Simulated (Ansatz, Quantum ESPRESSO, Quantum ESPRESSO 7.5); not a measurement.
**Ballistic transmission: Be chain with one atom pushed 1.0 Å aside at constant bond length**

How well does the junction conduct in the ballistic limit? It is: Be chain with one atom pushed 1.0 Å aside at constant bond length.

Program: Quantum ESPRESSO 7.5. Level of theory: plane-wave DFT, PBE, GBRV ultrasoft pseudopotentials (cross-check by Ansatz 0.2.0 with PAW datasets). Results are calculated unless marked as measured.

## 1. Set-up

The cell holds 11 atoms: 11 Be. Its edges and angles: a = 7.500 Å, b = 7.500 Å, c = 23.157 Å, α = 90.0°, β = 90.0°, γ = 90.0°. Regions: left lead, 5 atoms (5 Be); channel, 1 atom (1 Be); right lead, 5 atoms (5 Be). Vacuum lies along a and b. The structure is stacked along c, and the current runs across the ab planes.

## 2. SCF with pw.x

One periodic cell holds a stretch of lead, the junction and more lead; the atoms stay as built.

Input file scf.in:

```
&control
  prefix = 'scf'
  outdir = './out'
  pseudo_dir = './pseudo'
  calculation = 'scf'
  tprnfor = .true.
/
&system
  ibrav = 0
  nat = 11
  ntyp = 1
  ecutwfc = 34
  ecutrho = 170
  occupations = 'smearing'
  smearing = 'mv'
  degauss = 0.01
/
&electrons
  conv_thr = 1e-07
  mixing_beta = 0.25
  electron_maxstep = 120
  mixing_mode = 'local-TF'
/
ATOMIC_SPECIES
  Be  9.0122  be_pbe_v1.4.uspp.F.UPF
CELL_PARAMETERS angstrom
  7.50000000000000 0.00000000000000 0.00000000000000
  0.00000000000000 7.50000000000000 0.00000000000000
  0.00000000000000 0.00000000000000 23.15657326213486
ATOMIC_POSITIONS crystal
  Be  0.500000000000 0.500000000000 0.000000000000
  Be  0.500000000000 0.500000000000 0.092846207237
  Be  0.500000000000 0.500000000000 0.185692414474
  Be  0.500000000000 0.500000000000 0.278538621712
  Be  0.500000000000 0.500000000000 0.371384828949
  Be  0.633333333000 0.500000000000 0.453576896381
  Be  0.500000000000 0.500000000000 0.535768963814
  Be  0.500000000000 0.500000000000 0.628615171051
  Be  0.500000000000 0.500000000000 0.721461378288
  Be  0.500000000000 0.500000000000 0.814307585526
  Be  0.500000000000 0.500000000000 0.907153792763
K_POINTS automatic
  1 1 3 0 0 0
```

Started as:

```
$ OMP_NUM_THREADS=1 mpirun -n 2 pw.x -nk 1 -in scf.in > scf.out
```

The program printed:

```text
Program PWSCF v.7.5 starts
[citation notice left out]

     Parallel version (MPI & OpenMP), running on       2 processor cores
     Number of MPI processes:                 2
     Threads/MPI process:                     1

     MPI processes distributed on     1 nodes
[...]
Current dimensions of program PWSCF are:
     Max number of different atomic species (ntypx) = 10
     Max number of k-points (npk) =  40000
     Max angular momentum in pseudopotentials (lmaxx) =  4
     Message from routine setup:
     using ibrav=0 with symmetry is DISCOURAGED, use correct ibrav instead

     R & G space division:  proc/nbgrp/npool/nimage =       2
     Subspace diagonalization in iterative solution of the eigenvalue problem:
     a serial algorithm will be used

     Parallelization info
     --------------------
     sticks:   dense  smooth     PW     G-vecs:    dense   smooth      PW
     Min        1354    1088    276               164442   117746   15084
     Max        1355    1089    277               164455   117753   15093
     Sum        2709    2177    553               328897   235499   30177

     Using Slab Decomposition

     bravais-lattice index     =            0
     lattice parameter (alat)  =      14.1729  a.u.
     unit-cell volume          =    8790.0920 (a.u.)^3
     number of atoms/cell      =           11
     number of atomic types    =            1
     number of electrons       =        44.00
     number of Kohn-Sham states=           26
     kinetic-energy cutoff     =      34.0000  Ry
     charge density cutoff     =     170.0000  Ry
     scf convergence threshold =      1.0E-07
     mixing beta               =       0.2500
     number of iterations used =            8  local-TF  mixing
     Exchange-correlation=  SLA  PW   PBX  PBC
                           (   1   4   3   4   0   0   0)

     celldm(1)=  14.172946  celldm(2)=   0.000000  celldm(3)=   0.000000
     celldm(4)=   0.000000  celldm(5)=   0.000000  celldm(6)=   0.000000

     crystal axes: (cart. coord. in units of alat)
               a(1) = (   1.000000   0.000000   0.000000 )
               a(2) = (   0.000000   1.000000   0.000000 )
               a(3) = (   0.000000   0.000000   3.087543 )

     reciprocal axes: (cart. coord. in units 2 pi/alat)
               b(1) = (  1.000000  0.000000  0.000000 )
               b(2) = (  0.000000  1.000000  0.000000 )
               b(3) = (  0.000000  0.000000  0.323882 )

     PseudoPot. # 1 for Be read from file:
     ./pseudo/be_pbe_v1.4.uspp.F.UPF
     Pseudo is Ultrasoft, Zval =  4.0
     Generated by new atomic code, or converted to UPF format
     Using radial grid of  769 points,  6 beta functions with:
                l(1) =   0
                l(2) =   0
                l(3) =   0
                l(4) =   1
                l(5) =   1
                l(6) =   2
     Q(r) pseudized with 10 coefficients,  rinner =    1.000   1.000   1.000
                                                       1.000   1.000

     atomic species   valence    mass     pseudopotential
     Be                4.00     9.01220     Be( 1.00)

      2 Sym. Ops. (no inversion) found

   Cartesian axes

     site n.     atom                  positions (alat units)
         1        Be     tau(   1) = (   0.5000000   0.5000000   0.0000000  )
         2        Be     tau(   2) = (   0.5000000   0.5000000   0.2866667  )
         3        Be     tau(   3) = (   0.5000000   0.5000000   0.5733333  )
         4        Be     tau(   4) = (   0.5000000   0.5000000   0.8600000  )
         5        Be     tau(   5) = (   0.5000000   0.5000000   1.1466667  )
         6        Be     tau(   6) = (   0.6333333   0.5000000   1.4004382  )
         7        Be     tau(   7) = (   0.5000000   0.5000000   1.6542098  )
         8        Be     tau(   8) = (   0.5000000   0.5000000   1.9408764  )
         9        Be     tau(   9) = (   0.5000000   0.5000000   2.2275431  )
        10        Be     tau(  10) = (   0.5000000   0.5000000   2.5142098  )
        11        Be     tau(  11) = (   0.5000000   0.5000000   2.8008764  )

     number of k points=     2  Marzari-Vanderbilt smearing, width (Ry)=  0.0100
                       cart. coord. in units 2pi/alat
        k(    1) = (   0.0000000   0.0000000   0.0000000), wk =   0.6666667
        k(    2) = (   0.0000000   0.0000000   0.1079607), wk =   1.3333333

     Dense  grid:   328897 G-vectors     FFT dimensions: (  60,  60, 192)

     Smooth grid:   235499 G-vectors     FFT dimensions: (  54,  54, 180)

     Estimated max dynamical RAM per process >     525.05 MB

     Estimated total dynamical RAM >       1.03 GB

     Initial potential from superposition of free atoms

     starting charge      43.9983, renormalised to      44.0000

     negative rho (up, down):  9.302E-03 0.000E+00
     Starting wfcs are   55 randomized atomic wfcs

     total cpu time spent up to now is        2.1 secs

     per-process dynamical memory:   146.7 Mb

     Self-consistent Calculation

     iteration #  1     ecut=    34.00 Ry     beta= 0.25
     Davidson diagonalization with overlap
     ethr =  1.00E-02,  avg # of iterations =  2.0

     negative rho (up, down):  2.534E-03 0.000E+00

     total cpu time spent up to now is        5.8 secs

     total energy              =    -308.89838567 Ry
     estimated scf accuracy    <       0.81475480 Ry

     iteration #  2     ecut=    34.00 Ry     beta= 0.25
[...]
negative rho (up, down):  5.495E-06 0.000E+00

[...]
total energy              =    -308.61911045 Ry
     estimated scf accuracy    <       0.63391185 Ry

     iteration #  3     ecut=    34.00 Ry     beta= 0.25
[...]
negative rho (up, down):  1.854E-05 0.000E+00

[...]
total energy              =    -308.71236185 Ry
     estimated scf accuracy    <       0.08071148 Ry

     iteration #  4     ecut=    34.00 Ry     beta= 0.25
[...]
Minimization algorithm failed to find Fermi energy: reverting to bisection
     Possible cause: smearing is larger than the electronic band-gap.

     negative rho (up, down):  7.670E-05 0.000E+00

[...]
total energy              =    -308.70536122 Ry
     estimated scf accuracy    <       0.07103446 Ry

     iteration #  5     ecut=    34.00 Ry     beta= 0.25
[...]
negative rho (up, down):  8.588E-04 0.000E+00

[...]
total energy              =    -308.69992359 Ry
     estimated scf accuracy    <       0.01891316 Ry

     iteration #  6     ecut=    34.00 Ry     beta= 0.25
[...]
negative rho (up, down):  8.361E-04 0.000E+00

[...]
total energy              =    -308.70423739 Ry
     estimated scf accuracy    <       0.00151997 Ry

     iteration #  7     ecut=    34.00 Ry     beta= 0.25
[...]
negative rho (up, down):  3.651E-03 0.000E+00

[...]
total energy              =    -308.70706483 Ry
     estimated scf accuracy    <       0.00136834 Ry

     iteration #  8     ecut=    34.00 Ry     beta= 0.25
[...]
negative rho (up, down):  1.058E-02 0.000E+00

[...]
total energy              =    -308.70716627 Ry
     estimated scf accuracy    <       0.00053913 Ry

     iteration #  9     ecut=    34.00 Ry     beta= 0.25
[...]
negative rho (up, down):  1.062E-02 0.000E+00

[...]
total energy              =    -308.70722946 Ry
     estimated scf accuracy    <       0.00028891 Ry

     iteration # 10     ecut=    34.00 Ry     beta= 0.25
[...]
negative rho (up, down):  1.156E-02 0.000E+00

[...]
total energy              =    -308.70728604 Ry
     estimated scf accuracy    <       0.00031192 Ry

     iteration # 11     ecut=    34.00 Ry     beta= 0.25
[...]
negative rho (up, down):  1.254E-02 0.000E+00

[...]
total energy              =    -308.70733916 Ry
     estimated scf accuracy    <       0.00047512 Ry

     iteration # 12     ecut=    34.00 Ry     beta= 0.25
[...]
negative rho (up, down):  1.210E-02 0.000E+00

[...]
total energy              =    -308.70739760 Ry
     estimated scf accuracy    <       0.00011641 Ry

     iteration # 13     ecut=    34.00 Ry     beta= 0.25
[...]
negative rho (up, down):  1.268E-02 0.000E+00

[...]
total energy              =    -308.70737993 Ry
     estimated scf accuracy    <       0.00009541 Ry

     iteration # 14     ecut=    34.00 Ry     beta= 0.25
[...]
negative rho (up, down):  1.219E-02 0.000E+00

[...]
total energy              =    -308.70738655 Ry
     estimated scf accuracy    <       0.00004618 Ry

     iteration # 15     ecut=    34.00 Ry     beta= 0.25
[...]
negative rho (up, down):  1.196E-02 0.000E+00

[...]
total energy              =    -308.70741535 Ry
     estimated scf accuracy    <       0.00011229 Ry

     iteration # 16     ecut=    34.00 Ry     beta= 0.25
[...]
negative rho (up, down):  1.158E-02 0.000E+00

[...]
total energy              =    -308.70738431 Ry
     estimated scf accuracy    <       0.00006260 Ry

     iteration # 17     ecut=    34.00 Ry     beta= 0.25
[...]
negative rho (up, down):  1.149E-02 0.000E+00

[...]
total energy              =    -308.70739698 Ry
     estimated scf accuracy    <       0.00000207 Ry

     iteration # 18     ecut=    34.00 Ry     beta= 0.25
[...]
negative rho (up, down):  1.153E-02 0.000E+00

[...]
total energy              =    -308.70740639 Ry
     estimated scf accuracy    <       0.00000136 Ry

     iteration # 19     ecut=    34.00 Ry     beta= 0.25
[...]
negative rho (up, down):  1.158E-02 0.000E+00

[...]
total energy              =    -308.70740677 Ry
     estimated scf accuracy    <       0.00000086 Ry

     iteration # 20     ecut=    34.00 Ry     beta= 0.25
[...]
negative rho (up, down):  1.173E-02 0.000E+00

[...]
total energy              =    -308.70740737 Ry
     estimated scf accuracy    <       0.00000044 Ry

     iteration # 21     ecut=    34.00 Ry     beta= 0.25
[...]
negative rho (up, down):  1.182E-02 0.000E+00

[...]
total energy              =    -308.70740760 Ry
     estimated scf accuracy    <       0.00000020 Ry

     iteration # 22     ecut=    34.00 Ry     beta= 0.25
[...]
negative rho (up, down):  1.167E-02 0.000E+00

[...]
End of self-consistent calculation

          k = 0.0000 0.0000 0.0000 ( 29513 PWs)   bands (ev):

  -103.1459-103.0120-103.0108-102.9657-102.9647-102.9594-102.9566-102.9531
  -102.9486-102.9400-102.9387  -6.4208  -6.2490  -6.1546  -5.6455  -5.5778
    -4.7135  -4.6731  -3.6072  -3.5242  -2.7134  -2.4449  -2.2403  -2.1674
    -2.0088  -1.9313

          k = 0.0000 0.0000 0.1080 ( 29421 PWs)   bands (ev):

  -103.1456-103.0117-103.0105-102.9653-102.9643-102.9591-102.9568-102.9529
  -102.9480-102.9396-102.9384  -6.4068  -6.3098  -6.0490  -5.8405  -5.3398
    -5.0305  -4.3309  -3.9489  -3.2056  -2.8662  -2.3955  -2.2293  -2.1382
    -2.0590  -2.0484

     the Fermi energy is    -2.3164 ev

!    total energy              =    -308.70740766 Ry
     estimated scf accuracy    <       0.00000008 Ry
     smearing contrib. (-TS)   =      -0.00225846 Ry
     internal energy E=F+TS    =    -308.70514921 Ry

     The total energy is F=E-TS. E is the sum of the following terms:
     one-electron contribution =    -374.20740996 Ry
     hartree contribution      =     134.46252825 Ry
     xc contribution           =     -53.48758694 Ry
     ewald contribution        =     -15.47268056 Ry

     convergence has been achieved in  22 iterations

     Forces acting on atoms (cartesian axes, Ry/au):

     atom    1 type  1   force =     0.00044844    0.00000000    0.00007074
     atom    2 type  1   force =    -0.00187918    0.00000000    0.00051675
     atom    3 type  1   force =     0.00555377    0.00000000    0.00111870
     atom    4 type  1   force =    -0.01724218    0.00000000    0.00315000
     atom    5 type  1   force =     0.03520894    0.00000000   -0.01671748
     atom    6 type  1   force =    -0.04418815    0.00000000   -0.00005323
     atom    7 type  1   force =     0.03526861    0.00000000    0.01655034
     atom    8 type  1   force =    -0.01727097    0.00000000   -0.00306433
     atom    9 type  1   force =     0.00552577    0.00000000   -0.00093884
     atom   10 type  1   force =    -0.00186831    0.00000000   -0.00044933
     atom   11 type  1   force =     0.00044326    0.00000000   -0.00018332

     Total force =     0.075338     Total SCF correction =     0.000440

[...]
=------------------------------------------------------------------------------=
   JOB DONE.
=------------------------------------------------------------------------------=
```

Elapsed: 81 s, on 2 MPI ranks of Arm Neoverse V1, shared host; peak memory 1 GiB.

This step gave:

* free energy: -4200.1783 eV
* Fermi energy: -2.316 eV

The program's own clock; routines nest. Time by routine:

```csv
routine,wall time (s),calls
PWSCF,79.98,1
electrons,76.89,1
c_bands,32.9,22
cegterg,31.4,44
h_psi,26.05,194
fftw,23.15,6760
vloc_psi,20.41,194
mix_rho,18.94,22
sum_band,14.1,22
ffts,12.43,2628
newd,8.3,23
calbec,4.07,246
v_of_rho,2.91,23
h_psi:calbec,2.8,194
```

The run needed 22 iterations to bring the estimated error under 1e-07 Ry; the largest force on any atom, held or free, is 1.14 eV/Å.

(Continued in part 2 of 5.)

[Logs are printed without paths, hosts, clocks, repeated set-up lines and the standing remarks that a program may print on its own settings, such as how far it seeks lower states.]

[Hosts, paths, dates, database ids (printed as entryN), source tags and the programs' standing remarks are cut or masked in the printed files.]

[Maps of the electrostatic potential energy from Ansatz leave out the sawtooth potential of an applied field or a dipole correction, so their vacuum need not be flat; planar profiles and work functions include it.]
